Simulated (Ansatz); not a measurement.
# Moving the knobs of a GW run on SiO2 (Quartz)

Aim: change settings of a G0W0 run on SiO2 (Quartz) and see what moves.

Method: G0W0 on PBE, plane waves, PAW, in Ansatz 0.2.0.

This is a report of a sequence of runs, with most program output left out.

### 1. Starting point

The structure is trigonal, space group P3_121 (No. 152). The conventional cell has a = 4.916 Å, b = 4.916 Å, c = 5.409 Å, α = 90.00°, β = 90.00°, γ = 120.00°. Nearest to Si lie 4 O at 1.61 Å. Nearest to O lie 2 Si at 1.61 Å. Farther neighbours and most contacts between anions are not listed.

The cell and positions come from the Crystallography Open Database and are kept as given unless a step says otherwise. The default PAW set here is soft_2. Its files were made with PBE.

### 2. The base run: 3×3×2 mesh, 241 empty bands, screening to 96 eV

Now the one-shot GW correction: screening in the RPA, then the self-energy of the levels asked for.

The input, input.yaml:

```yaml
crystal:
  lattice:
    - [4.9158, 0.0, 0.0]
    - [-2.4579, 4.2572076799, 0.0]
    - [0.0, 0.0, 5.4091]
  atoms:
    - { symbol: Si, position: [0.5303, 0.0, 0.3333333333] }
    - { symbol: Si, position: [0.0, 0.5303, 0.6666666667] }
    - { symbol: Si, position: [0.4697, 0.4697, 0.0] }
    - { symbol: O, position: [0.1462, 0.4142, 0.881] }
    - { symbol: O, position: [0.5858, 0.732, 0.2143333333] }
    - { symbol: O, position: [0.268, 0.8538, 0.5476666667] }
    - { symbol: O, position: [0.4142, 0.1462, 0.119] }
    - { symbol: O, position: [0.732, 0.5858, 0.7856666667] }
    - { symbol: O, position: [0.8538, 0.268, 0.4523333333] }
kpoints:
  mp_grid: { grid: [3, 3, 2] }
hamiltonian:
  xc: pbe
scf:
  occupations: { method: fixed }
gw:
  n_empty_bands: 241
  ecut_chi: 96
  qp_bands: [v3, c3]
  qp_kpoints: band_edges
  screening: { model: contour_deformation }
```

Run with:

```console
$ ansatz run input.yaml --threads 3 --pin off --max-ram 92160MiB --backend cuda --events-out ev --progress --plain --runs-dir out --devices 1 --max-vram 13GiB
```

The job ended after 9.9 s (1 × NVIDIA H100 80GB HBM3 (shared by 6 runs) with 3 threads of AMD EPYC 7R13 (Zen 3), shared host; peak memory 1.2 GiB).

This step gave:

* bands summed: 265
* RPA ε∞ on this mesh (eigenvalues): 2.356, 2.356, 2.386
* plane waves in the screening matrix: 237
* q-points in the mesh: 18
* G0W0 gap on the mesh: 8.782 eV
* k of the valence top: 0.3333, 0.3333, 0
* k of the conduction bottom: 0, 0, 0
* starting gap on the mesh: 5.995 eV
* Z at the valence top: 0.8102
* Z at the conduction bottom: 0.8675
* least direct G0W0 gap on the computed points: 9.164 eV

The gap on the mesh goes from 6.00 eV to 8.78 eV, a correction of +2.79 eV. Between the two edge states, bare exchange in place of the xc potential would open the gap by 10.58 eV, and correlation takes back 7.79 eV.

### 3. Variant: fewer bands

input.yaml: that of step 2 with these lines changed.

```diff
@@ -22,4 +22,4 @@
 gw:
-  n_empty_bands: 241
-  ecut_chi: 96
+  n_empty_bands: 51
+  ecut_chi: 60
   qp_bands: [v3, c3]
```

It took 7.1 s on 1 × NVIDIA H100 80GB HBM3 (shared by 6 runs) with 3 threads; peak memory 1 GiB; 7.4 s of CPU time.

Against the base:

| setting | base | variant |
| --- | --- | --- |
| empty bands | 241 | 51 |
| screening cutoff (eV) | 96 | 60 |

| quantity | variant | base |
| --- | --- | --- |
| starting gap on the mesh | 5.995 | 5.995 |
| G0W0 gap on the mesh | 8.818 | 8.782 |
| least direct G0W0 gap on the computed points | 9.203 | 9.164 |
| Z at the valence top | 0.816 | 0.810 |
| Z at the conduction bottom | 0.872 | 0.868 |

### 4. Variant: guard bands

input.yaml: that of step 3 with these lines changed.

```diff
@@ -22,4 +22,4 @@
 gw:
-  n_empty_bands: 51
-  ecut_chi: 60
+  n_empty_bands: 183
+  ecut_chi: 80
   qp_bands: [v3, c3]
@@ -27 +27,2 @@
   screening: { model: contour_deformation }
+  n_guard_bands: 0
```

Run time: 9.8 s. Hardware: 1 × NVIDIA H100 80GB HBM3 (shared by 6 runs) with 3 threads; peak memory 1.1 GiB; 15 s of CPU time.

The G0W0 gap on the mesh is 8.713 eV.

Against the base:

| setting | base | variant |
| --- | --- | --- |
| empty bands | 241 | 183 |
| screening cutoff (eV) | 96 | 80 |
| n guard bands | - | 0 |

| quantity | variant | base |
| --- | --- | --- |
| starting gap on the mesh | 5.995 | 5.995 |
| G0W0 gap on the mesh | 8.713 | 8.782 |
| least direct G0W0 gap on the computed points | 9.098 | 9.164 |
| Z at the valence top | 0.812 | 0.810 |
| Z at the conduction bottom | 0.869 | 0.868 |

### 5. What came out

* base: 8.78 eV, 9.9 s
* fewer bands: 8.82 eV, 7.1 s
* guard bands: 8.71 eV, 9.8 s

In words: Fewer bands: the gap moves by +0.04 eV; such settings are too crude to quote. The variant differs from the base in empty bands and screening cutoff together, so the change can't be laid to one of them. Guard bands: the gap moves by −0.07 eV. The variant differs from the base in empty bands, screening cutoff and n guard bands together, so the change can't be laid to one of them. All runs here use a coarse mesh and modest cutoffs; they test settings and are not final values. The 3×3×2 mesh is coarse for this cell (its supercell is 11 Å along the shortest edge). The RPA ε∞ on it, from the PBE start, is 2.36 and 2.39; such meshes misread the long-range screening, most where the gap is narrow.

[Paths, hosts, dates, memory and timing lines, banners, echoed tables and standing remarks are left out of the program output.]

[Logs are printed without paths, hosts, clocks, repeated set-up lines and the standing remarks that a program may print on its own settings, such as how far it seeks lower states.]

[Runs of the session that timed out or met a known fault of the program may be left out.]

[Cells called generated may have been cut or substituted from an entry of the Crystallography Open Database or the Materials Project.]

[Hosts, paths, dates, database ids (printed as entryN), source tags and the programs' standing remarks are cut or masked in the printed files.]
